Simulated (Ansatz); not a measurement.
**H_i (bond centre, by S) in La2PbS4 (I-42d): charge-transition levels and formation energies**

Charge states of H_i (bond centre, by S) in La2PbS4 (I-42d), set against the band edges. Model: a cell of 56 host atoms with 1 H put in.

Method: place-levels on PBEsol runs: charge-transition levels and formation energies with image-charge correction and potential alignment at the atomic sites, in Ansatz 0.2.0.

### 1. The starting structure

The cell holds 57 atoms: 16 La, 8 Pb, 32 S and 1 H. Cell: a = 12.256 Å, b = 12.256 Å, c = 12.285 Å, α = 59.9°, β = 59.9°, γ = 60.2°. It derives from La2PbS4 (space group I-42d). Nearest the centre at fractional (0.425, 0.532, 0.365): H57 at 0.00 Å, S42 at 1.37 Å, La7 at 1.52 Å, S39 at 2.81 Å, S29 at 3.14 Å, La9 at 3.21 Å, Pb17 at 3.22 Å, S27 at 3.28 Å.

The host's dielectric constants go in as inputs: (9.97, 9.97, 9.65) for the electrons alone, (38.65, 38.65, 35.03) with the ions, from a response run on this crystal (DFPT, PBEsol) at that run's own cell.

The cell's shortest repeat is 12.3 Å.

### 2. What was run first

A transition level is the Fermi level at which two charge states cost the same, so each charge needs its own total energy, at its own relaxed structure.

Each atom starts 0.05 Å or so off its site in a random direction. Forces are taken at one point at (¼, ¼, ¼). The cell holds 1 electron more than the neutral one, with a uniform background that keeps it neutral on the whole.

The sampling was tested on the host first: at the k-points planned (1x1x1 shifted 0.25 0.25 0.25) its energy lies -0.003 eV an atom from the dense-mesh value, under the bound of 0.02 eV set for this test; that bounds the host's error, not the defect's.

One of the inputs; charge, spin and start change from state to state.

Contents of qm1.relax/input.yaml:

```yaml
crystal:
  lattice:
    - [0.0, 8.68700355, 8.64614056]
    - [8.68700355, 0.0, 8.64614056]
    - [8.68700355, 8.68700355, 0.0]
  atoms:
    - { symbol: La, position: [0.1200609, 0.0049391, 0.1299391] }
    - { symbol: La, position: [0.3700609, 0.2549391, 0.3799391] }
    - { symbol: La, position: [0.6200609, 0.5049391, 0.6299391] }
    - { symbol: La, position: [0.8700609, 0.7549391, 0.8799391] }
    - { symbol: La, position: [0.0049391, 0.1200609, 0.7450609] }
    - { symbol: La, position: [0.2549391, 0.3700609, 0.9950609] }
    - { symbol: La, position: [0.5049391, 0.6200609, 0.2450609] }
    - { symbol: La, position: [0.7549391, 0.8700609, 0.4950609] }
    - { symbol: La, position: [0.2450609, 0.6299391, 0.6200609] }
    - { symbol: La, position: [0.4950609, 0.8799391, 0.8700609] }
    - { symbol: La, position: [0.7450609, 0.1299391, 0.1200609] }
    - { symbol: La, position: [0.9950609, 0.3799391, 0.3700609] }
    - { symbol: La, position: [0.1299391, 0.7450609, 0.0049391] }
    - { symbol: La, position: [0.3799391, 0.9950609, 0.2549391] }
    - { symbol: La, position: [0.6299391, 0.2450609, 0.5049391] }
    - { symbol: La, position: [0.8799391, 0.4950609, 0.7549391] }
    - { symbol: Pb, position: [0.125, 0.625, 0.375] }
    - { symbol: Pb, position: [0.375, 0.875, 0.625] }
    - { symbol: Pb, position: [0.625, 0.125, 0.875] }
    - { symbol: Pb, position: [0.875, 0.375, 0.125] }
    - { symbol: Pb, position: [0.0, 0.0, 0.5] }
    - { symbol: Pb, position: [0.25, 0.25, 0.75] }
    - { symbol: Pb, position: [0.5, 0.5, 0.0] }
    - { symbol: Pb, position: [0.75, 0.75, 0.25] }
    - { symbol: S, position: [0.22082915, 0.97337449, 0.85559432] }
    - { symbol: S, position: [0.47082915, 0.22337449, 0.10559432] }
    - { symbol: S, position: [0.72082915, 0.47337449, 0.35559432] }
    - { symbol: S, position: [0.97082915, 0.72337449, 0.60559432] }
    - { symbol: S, position: [0.23059432, 0.82520204, 0.34582915] }
    - { symbol: S, position: [0.48059432, 0.07520204, 0.59582915] }
    - { symbol: S, position: [0.73059432, 0.32520204, 0.84582915] }
    - { symbol: S, position: [0.98059432, 0.57520204, 0.09582915] }
    - { symbol: S, position: [0.07520204, 0.48059432, 0.84837449] }
    - { symbol: S, position: [0.32520204, 0.73059432, 0.09837449] }
    - { symbol: S, position: [0.57520204, 0.98059432, 0.34837449] }
    - { symbol: S, position: [0.82520204, 0.23059432, 0.59837449] }
    - { symbol: S, position: [0.09837449, 0.84582915, 0.73059432] }
    - { symbol: S, position: [0.34837449, 0.09582915, 0.98059432] }
    - { symbol: S, position: [0.59837449, 0.34582915, 0.23059432] }
    - { symbol: S, position: [0.84837449, 0.59582915, 0.48059432] }
    - { symbol: S, position: [0.10559432, 0.20020204, 0.22337449] }
    - { symbol: S, position: [0.35559432, 0.45020204, 0.47337449] }
    - { symbol: S, position: [0.60559432, 0.70020204, 0.72337449] }
    - { symbol: S, position: [0.85559432, 0.95020204, 0.97337449] }
    - { symbol: S, position: [0.09582915, 0.34837449, 0.57520204] }
    - { symbol: S, position: [0.34582915, 0.59837449, 0.82520204] }
    - { symbol: S, position: [0.59582915, 0.84837449, 0.07520204] }
    - { symbol: S, position: [0.84582915, 0.09837449, 0.32520204] }
    - { symbol: S, position: [0.20020204, 0.10559432, 0.47082915] }
    - { symbol: S, position: [0.45020204, 0.35559432, 0.72082915] }
    - { symbol: S, position: [0.70020204, 0.60559432, 0.97082915] }
    - { symbol: S, position: [0.95020204, 0.85559432, 0.22082915] }
    - { symbol: S, position: [0.22337449, 0.47082915, 0.20020204] }
    - { symbol: S, position: [0.47337449, 0.72082915, 0.45020204] }
    - { symbol: S, position: [0.72337449, 0.97082915, 0.70020204] }
    - { symbol: S, position: [0.97337449, 0.22082915, 0.95020204] }
  supercell: [1, 1, 1]
  defects:
    - { interstitial: { symbol: H, position: [0.424819, 0.531865, 0.365391] } }
total_charge: -1
basis:
  ecutwfc: 420
  xc_grid: 2
hamiltonian:
  xc: pbesol
kpoints:
  mp_grid: { grid: [1, 1, 1], shift: [0.25, 0.25, 0.25] }
scf:
  occupations: { method: fixed }
  max_iter: 60
output:
  forces: true
  charged_corrections:
    epsilon: [9.97, 9.97, 9.65]
    static_epsilon: [38.65, 38.65, 35.03]
relax:
  f_tol: 0.02
  max_steps: 80
  random_displacement: { amplitude: 0.05, seed: 6372 }
checkpoint:
  write: "../qm1.relax.run"
  compress: false
  write_wavefunctions: true
  write_every: 100000
```

Started as:

```
> ansatz run input.yaml --threads 4 --pin off --max-ram 14131MiB --backend cpu --events-out ev --progress --plain --runs-dir out
```

The relaxed structure is kept and the sampling changed to a 2×2×2 shifted mesh.

The run of this state that the levels use, under PBEsol:

Contents of qm1.point/input.yaml:

```yaml
crystal:
  checkpoint: "../qm1.relax.run"
  host: checkpoint
total_charge: -1
basis:
  ecutwfc: 420
  xc_grid: 2
hamiltonian:
  xc: pbesol
kpoints:
  mp_grid: { grid: [2, 2, 2], shift: [0.5, 0.5, 0.5] }
scf:
  occupations: { method: fermi_dirac, width: 0.01 }
  max_iter: 60
output:
  forces: true
  eigenvalues: true
  charged_corrections:
    epsilon: [9.97, 9.97, 9.65]
    static_epsilon: [38.65, 38.65, 35.03]
    defect_position: [0.424819, 0.531865, 0.365391]
  eigenstates: { localisation: true }
  populations: true
  band_densities: [{ bands: [v1, v1] }, { bands: [c1, c1] }]
  write_density: true
  write_potential: true
  volumetric_format: npy
checkpoint:
  read: "../qm1.relax.run"
  write: "../qm1.point.run"
  compress: false
  write_wavefunctions: false
  write_every: 100000
```

Relaxations under PBEsol at one point at (¼, ¼, ¼); times on 4 threads of Arm Neoverse V2, shared host:

```csv
charge,moment (μB),occupations,outcome,steps,largest displacement against the far atoms (Å),time
−1,0,fixed,converged,16,1.53,3.9 min
0,1,fixed,converged,13,1.27,6.8 min
+1,0,fixed,converged,19,2.44,4.4 min
```

Single points under PBEsol at a 2×2×2 shifted mesh; times on 4 threads of Arm Neoverse V2, shared host:

```csv
charge,moment (μB),occupations,outcome,time
−1,0,fermi-dirac,converged,2.3 min
0,1,fermi-dirac,converged,4.4 min
+1,0,fermi-dirac,converged,2.2 min
```

Distances (Å) from H57 to the nearest atoms after relaxation with PBEsol:

```csv
charge,moment (μB),1.,2.,3.,4.,5.,6.
−1,0,La 2.21,La 2.23,Pb 2.26,S 2.26,S 2.32,S 3.09
0,1,S 1.68,S 2.27,La 2.27,La 2.33,Pb 2.64,S 3.13
+1,0,S 1.59,S 1.61,La 2.65,La 2.67,Pb 2.81,S 3.60
```

### 3. Placing the levels, PBEsol

A charged cell interacts with its images and the background, and its potential has another zero than the host's. place-levels removes the first by a point-charge model, screened by the static dielectric constant since the ions have relaxed around the charge, and the second by comparing potentials at atoms far from the defect.

The host is a run of the defect-free crystal in the same cutoffs, grids and k-points, so that basis and sampling errors cancel in part in the differences. Its band edges come from a run of the primitive cell that searches the zone for them. Chemical potentials are energies per atom of H (H2 molecule), run with the same functional and cutoff.

Contents of levels.point.yaml:

```yaml
host:
  run: host.point.run
  levels_from: { run: edges.point.run }
states: [qm1.point.run, q0_M1.point.run, qp1.point.run]
geometry_from:
  qm1.point.run: qm1.relax.run
  q0_M1.point.run: q0_M1.relax.run
  qp1.point.run: qp1.relax.run
  host.point.run: host.relax.run
chemical_potentials:
  H:
    energy: -15.609288
    dataset: "<sha256 of the dataset>"
epsilon: [9.97, 9.97, 9.65]
static_epsilon: [38.65, 38.65, 35.03]
vertical:
  - { from: qm1.point.run, to: qm1.point_neutral.run }
  - { from: qp1.point.run, to: qp1.point_neutral.run }
```

Started as:

```
> ansatz place-levels levels.point.yaml -- --threads 4 --pin off --max-ram 14131MiB
```

Numbers of over 12 decimals in the logs are rounded to 6 here.

The program printed:

```text
[... repeated set-up lines and file paths are left out, and long positions are rounded to six places ...]
(+1/0) 2.278 eV above the valence edge, in the conduction band; not on the lower envelope
(0/-1) 0.932 eV above the valence edge, 1.164 eV under the conduction edge; not on the lower envelope
(+1/-1) 1.605 eV above the valence edge, 0.491 eV under the conduction edge: charges between them are lowest nowhere
formation energy of charge +1: -0.382 eV with the Fermi level at the valence edge
formation energy of charge 0: +1.896 eV with the Fermi level at the valence edge
formation energy of charge -1: +2.828 eV with the Fermi level at the valence edge
vertical -1 to 0: no energy, since no alignment is typed
  the change from vertical[0].from (qm1.point.run) to vertical[0].to (qm1.point_neutral.run): by its potential at epsilon [9.97, 9.97, 9.65] it stands at 0.270 0.694 0.392, with an rms radius of about 3.8 Å (1.7 2.9 1.7 Å across the planes of the cell's [...]
vertical +1 to 0: no energy, since no alignment is typed
  the change from vertical[1].from (qp1.point.run) to vertical[1].to (qp1.point_neutral.run): by its potential at epsilon [9.97, 9.97, 9.65] it stands at 0.416 0.445 0.744, with an rms radius of about 7.0 Å (3.8 3.7 4.6 Å across the planes of the cell's [...]
  edges by pbesol of host.levels_from (edges.point.run), its mesh sampled to repeats of 37.56 Å (the valence edge +0.047 eV and the conduction edge -0.079 eV from those of the host's own run), gap 2.096 eV; the host is sampled to repeats of 24.51 Å
  the defect's cells are sampled to repeats of 24.51 Å, like sampling
  charge +1: -221059.9752 eV with its correction of +0.047 eV, at epsilon [38.65, 38.65, 35.03], aligned at sites: -0.0035 eV, mean over 16 atomic sites at or beyond 6.13 Å from the defect at [0.4248, 0.5319, 0.3654], with +0.000000 for the charge's moments [...]
  charge 0: +0.000 eV for its dipole among its images, +0.000 omitted
  charge -1: -221038.2763 eV with its correction of +0.026 eV, at epsilon [38.65, 38.65, 35.03], aligned at sites: +0.0245 eV, mean over 16 atomic sites at or beyond 6.13 Å from the defect at [0.4248, 0.5319, 0.3654], with +0.000000 for the charge's moments [...]
  of states[2] (qp1.point.run): how wide its charge is, is not read beside other atoms or cores, and a band state would take no correction. [...]
  of states[1] (q0_M1.point.run): its displacements don't fall off away from the defect: farther atoms stand 0.014 Å off the host's places. [...]
  of states[0] (qm1.point.run): it parts from the run at its places by a charge that spreads by about 2.9 Å along one vector (1.7 Å or more is wide), by its potential at epsilon [9.97, 9.97, 9.65], taken for that of held ions (one typed too small widens it), [...]
  of vertical[0].from (qm1.point.run): its displacements don't fall off away from the defect: farther atoms stand 0.052 Å off the host's places. [...]
  of vertical[0].to (qm1.point_neutral.run): its displacements don't fall off away from the defect: farther atoms stand 0.052 Å off the host's places. [...]
  of vertical[1].from (qp1.point.run): its displacements don't fall off away from the defect: farther atoms stand 0.019 Å off the host's places. [...]
  vertical[1].to (qp1.point_neutral.run): levels filled in part (TS 0.004 eV): its energy is of no whole electron's
  of vertical[1].to (qp1.point_neutral.run): its displacements don't fall off away from the defect: farther atoms stand 0.019 Å off the host's places. [...]
```

It took 0.28 s on 4 threads of Arm Neoverse V2, shared host.

Levels between the charges placed, in eV above the valence top:

```csv
,gap (eV),(+1/0),(0/−1)
PBEsol,2.10,2.28,0.93
```

Corrections by state:

```csv
charge,moment (μB),image terms and alignment (eV),band filling (eV),ε used,"over the lowest of its charge, as the program ranks them, band filling apart (eV)"
+1,0.0,0.047,-,"principal values (35.03, 38.65, 38.65)",0.000
0,1.0,0.000,-,-,0.000
−1,0.0,0.026,-,"principal values (35.03, 38.65, 38.65)",0.000
```

The charged structures listed were also run neutral, and place-levels reads from each pair, by the potential or the spins, how wide the charge is by which they differ; that can be the carrier of either run.

```csv
charge,rms radius (Å),spread where it is widest against the cell (Å),wide from (Å),reading
+1,7.0,4.57,1.73,wide
−1,3.8,2.92,1.73,wide
```

The neutral runs of these pairs need not share the spin of the lowest neutral state, and very wide values only mean spread over the cell.

From the program's caveats on the states, each cut to its opening words:

- charge +1: how wide its charge is, is not read beside other atoms or cores, and a band state would take no correction
- charge +1: its displacements don't fall off away from the defect: farther atoms stand 0.019 Å off the host's places
- charge 0 (1 μB): its displacements don't fall off away from the defect: farther atoms stand 0.014 Å off the host's places
- charge −1: it parts from the run at its places by a charge that spreads by about 2.9 Å along one vector (1.7 Å or more is wide), by its potential at epsilon [9.97, 9.97, [...]
- charge −1: its displacements don't fall off away from the defect: farther atoms stand 0.052 Å off the host's places

Chemical potentials of the elements' reference phases, run alike. Formation energies (elemental references), with the Fermi level at the valence top and at the conduction bottom (gap 2.10 eV):

```csv
charge,at valence top (eV),at conduction bottom (eV),correction included (eV)
+1,-0.38,1.71,0.05
0,1.90,1.90,0.00
−1,2.83,0.73,0.03
```

| Fermi level (eV) | lowest formation energy (eV) |
| --- | --- |
| 0.00 | -0.38 |
| 0.19 | -0.19 |
| 0.38 | 0.00 |
| 0.57 | 0.19 |
| 0.76 | 0.38 |
| 0.95 | 0.57 |
| 1.14 | 0.76 |
| 1.33 | 0.95 |
| 1.52 | 1.14 |
| 1.71 | 1.11 |
| 1.91 | 0.92 |
| 2.10 | 0.73 |

### 4. Effect of the sampling

The relaxations' own energies give the levels at their sampling, for comparison.

Contents of levels.relax_mesh.yaml:

```yaml
host:
  run: host.relax.run
  levels_from: { run: edges.relax.run }
states: [qm1.relax.run, q0_M1.relax.run, qp1.relax.run]
chemical_potentials:
  H:
    energy: -15.609288
    dataset: "<sha256 of the dataset>"
```

Started as:

```
> ansatz place-levels levels.relax_mesh.yaml -- --threads 4 --pin off --max-ram 14131MiB
```

The program printed:

```text
(+1/0) 2.285 eV above the valence edge, in the conduction band; not on the lower envelope
[...]
formation energy of charge +1: -0.391 eV with the Fermi level at the valence edge
formation energy of charge 0: +1.894 eV with the Fermi level at the valence edge
formation energy of charge -1: +2.813 eV with the Fermi level at the valence edge
  edges by pbesol of host.levels_from (edges.relax.run), its mesh sampled to repeats of 37.56 Å (the valence edge +0.062 eV and the conduction edge -0.160 eV from those of the host's own run), gap 2.096 eV; the host is sampled to repeats of 12.26 Å
[... the lines on each state left out ...]
```

Elapsed: 0.11 s, on 4 threads.

Levels between neighbouring charges, in eV above the valence top:

```csv
,gap (eV),(+1/0),(0/−1)
"one point at (¼, ¼, ¼)",2.10,2.28,0.92
a 2×2×2 shifted mesh,2.10,2.28,0.93
```

Going from one point at (¼, ¼, ¼) to a 2×2×2 shifted mesh moves the levels that carry no band-filling term by up to 0.01 eV and formation energies against the elements by up to 0.01 eV.

### 5. What came out

```json
{"gap of the host": "2.10 eV (PBEsol)", "level (plus 1/0)": "2.28 eV above the valence top, past the conduction bottom, not a change between lowest states", "level (0/minus 1)": "0.93 eV above the valence top, not a change between lowest states", "level (plus 1/minus 1)": "1.61 eV above the valence top", "lowest of the charges placed, just above the valence top (0.02 eV)": "+1", "lowest of the charges placed, just below the conduction bottom (0.02 eV)": "−1", "lowest formation energy at mid-gap of the charges run, elemental references": "0.67 eV", "standing of these levels": "doubtful, see below"}
```

**Reading.** Of the charges placed (−1, 0 and +1), the lowest changes at 1.61 eV (+1/−1) above the valence top, in a gap of 2.10 eV. A neutral run at a charged structure lies 0.13 eV below the neutral state placed. Unless it holds a band carrier, charge 0 isn't at its lowest here, and with that energy the steps would read (+1/0) 2.15 eV and (0/−1) 1.06 eV, which can change which charges are lowest. (+1/−1) passes over charge 0, which lies 0.67 eV above the two there; a lower structure or spin state of it, if missed, would change that. Charges above +1 and below −1 were not placed, so these runs say nothing of levels that involve them. States placed: +1 at 0 μB; 0 at 1 μB; −1 at 0 μB. Other spin states or structures, where not listed, weren't placed. At charge −1, 0 and +1 the atom put in ends up to 2.4 Å from its starting place, so the name tells the start alone and the levels can join different sites. H is taken at its element; compounds, which aren't counted here, bound the chemical potentials and would shift these formation energies. Going from one point at (¼, ¼, ¼) to a 2×2×2 shifted mesh moves the levels that carry no band-filling term by up to 0.01 eV and formation energies against the elements by up to 0.01 eV. Keep in mind: PBEsol makes the gap too small and tends to spread out bound carriers; spin–orbit coupling, which can matter with heavy atoms, is left out.

[Logs are printed without paths, hosts, clocks, repeated set-up lines and the standing remarks that a program may print on its own settings, such as how far it seeks lower states.]

[Hosts, paths, dates, database ids (printed as entryN), source tags and the programs' standing remarks are cut or masked in the printed files.]

[Where a table of states has a column of steps, it counts the stored structures, which are thinned; the runs took as many ionic steps or more.]

[A defect's name tells the site on which it was built; relaxed atoms can leave that site.]

[For some hosts the program warned that the k-mesh of the response run may be too coarse for force constants and the static dielectric constant; such warnings are not shown here.]
